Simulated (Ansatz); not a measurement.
# Settings and their price: twisted h-AlN/h-SiC alternating trilayer, 27.80° (78 atoms)

The cell holds 78 atoms: 26 Al, 26 N, 13 Si and 13 C. Its edges and angles: a = 11.231 Å, b = 11.231 Å, c = 20.350 Å, α = 90.0°, β = 90.0°, γ = 120.0°. It derives from AlN and SiC. h-AlN (a = 3.13 Å) under h-SiC (a = 3.1 Å), alternating trilayer, commensurate cell of 13 unit cells a layer, twist 27.80 deg, both strained to the mean lattice constant; facing planes 3.16, 3.19 Å apart; 14 Å of vacuum; layers as built, displaced by a Gaussian of 0.01 Å. Regions: layer 1, 26 atoms (13 Al and 13 N); layer 2, 26 atoms (13 Si and 13 C); layer 3, 26 atoms (13 Al and 13 N). Vacuum lies along c.

Geometry: as built.

Reference run: Kohn-Sham DFT, PBE+D3(BJ), PAW (set soft_2), plane waves (Ansatz 0.2.0), cutoff 420 eV, Γ point, fixed occupations.

* r.m.s. force component: 0.3803 eV/Å
* gap (highest filled to lowest empty level): 1.577 eV
* SCF cycles: 9
* time: 24 s on 4 threads of Arm Neoverse V1, shared host

**Question.** The same geometry is run again with each of these changes. How far do the results move, and how long does each run take?
- support functions medium
- support functions low
- support functions high
- support functions medium, radius 3.76 Å
- support functions medium, radius 4.07 Å
- support functions medium, radius 4.34 Å
- support functions medium, radius 4.65 Å
- support functions medium, radius 5.23 Å
- support functions medium, radius 5.81 Å

Differences are against the plane-wave reference (Kohn-Sham DFT, PBE+D3(BJ), PAW (set soft_2), plane waves), whose r.m.s. force component is 0.380 eV/Å. Energies are set beside the reference only for runs with its functional, potentials and electron count. Times are for 4 threads of Arm Neoverse V1, shared host. The reference's time includes the DOS, ELF and grids, which some other runs skip.

```csv
run,"Δ force, r.m.s. (meV/Å)",share of r.m.s. force (%),Δ energy (meV/atom),Δ gap (eV),cycles,time,host memory (GiB)
reference,-,-,-,-,9,24 s,2.1
support functions medium,0.242,0.0637,-2.62,1.0e-4,13,1.8 min,4.0
support functions low,0.433,0.114,-2.62,1.0e-4,12,99 s,3.8
support functions high,0.185,0.0487,-2.54,2.0e-4,17,8 min,7.2
"support functions medium, radius 3.76 Å",0.246,0.0648,-2.62,1.0e-4,13,1.8 min,3.9
"support functions medium, radius 4.07 Å",0.231,0.0607,-2.62,1.0e-4,13,2.1 min,4.2
"support functions medium, radius 4.34 Å",0.214,0.0563,-2.62,1.0e-4,14,2.5 min,4.5
"support functions medium, radius 4.65 Å",0.213,0.056,-2.62,1.0e-4,14,3.3 min,4.9
"support functions medium, radius 5.23 Å",0.217,0.057,-2.62,1.0e-4,15,4.8 min,5.7
"support functions medium, radius 5.81 Å",0.224,0.0588,-2.62,2.0e-4,16,7 min,6.7
```

Among numerical settings the force difference runs from 0.18 meV/Å (support functions high) to 0.43 meV/Å (support functions low). At 78 atoms the fastest of the runs at a preset level, support functions low, takes roughly 4.1 times the time of plane waves (whose run also made extra analyses, so the like-for-like ratio is larger), in 12 SCF cycles against 9. Differences between support functions and plane waves include what basis error the plane-wave run still has. As the radius goes from 3.76 to 5.81 Å, the force difference goes from 0.25 to 0.22 meV/Å (not steadily; the least is 0.21 at 4.65 Å), and the time from 1.8 min to 7 min. 

[Logs are printed without paths, hosts, clocks, repeated set-up lines and the standing remarks that a program may print on its own settings, such as how far it seeks lower states.]

[Hosts, paths, dates, database ids (printed as entryN), source tags and the programs' standing remarks are cut or masked in the printed files.]
